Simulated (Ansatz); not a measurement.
Planning a run of Ansatz 0.2.0 on GaN (P6_3mc). The input:

```yaml
crystal:
  lattice:
    - [3.19, 0.0, 0.0]
    - [-1.595, 2.7626210381, 0.0]
    - [0.0, 0.0, 5.189]
  atoms:
    - { symbol: Ga, position: [0.6666666667, 0.3333333333, 0.0] }
    - { symbol: Ga, position: [0.3333333333, 0.6666666667, 0.5] }
    - { symbol: "N", position: [0.6666666667, 0.3333333333, 0.375] }
    - { symbol: "N", position: [0.3333333333, 0.6666666667, 0.875] }
kpoints:
  mp_grid: { grid: [6, 6, 4] }
hamiltonian:
  xc: pbe
scf:
  occupations: { method: fixed }
gw:
  n_empty_bands: 293
  ecut_chi: 200.0
  qp_bands: [v2, c2]
  qp_kpoints: band_edges
  screening: { model: contour_deformation }
```

The database entry behind the starting cell has ideal inner coordinates that were not refined, so it need not match the best structure at ambient conditions.

```sh
ansatz run input.yaml --threads 3 --pin off --max-ram 92160MiB --backend cuda --events-out ev --progress --plain --runs-dir out --devices 1 --max-vram 13GiB  # rebuilt from the run's record
```

Estimate wall time and host memory on 1 × NVIDIA H100 80GB HBM3 (shared by 6 runs) with 3 threads of AMD EPYC 7R13 (Zen 3), shared host.

It took 31 s; on shared hardware allow 16 s to 62 s. Peak host memory was 1.5 GiB. The sizes that set the cost: 917 plane waves a state, 21 irreducible k points, 311 bands summed, 311 plane waves in the screening and 6 SCF cycles.

The screening grows as filled bands × empty bands × pairs of k points, times the square of the screening basis for the matrix.

[Paths, hosts, dates, memory and timing lines, banners, echoed tables and standing remarks are left out of the program output.]

[Logs are printed without paths, hosts, clocks, repeated set-up lines and the standing remarks that a program may print on its own settings, such as how far it seeks lower states.]

[Runs of the session that timed out or met a known fault of the program may be left out.]

[Cells called generated may have been cut or substituted from an entry of the Crystallography Open Database or the Materials Project.]

[Hosts, paths, dates, database ids (printed as entryN), source tags and the programs' standing remarks are cut or masked in the printed files.]
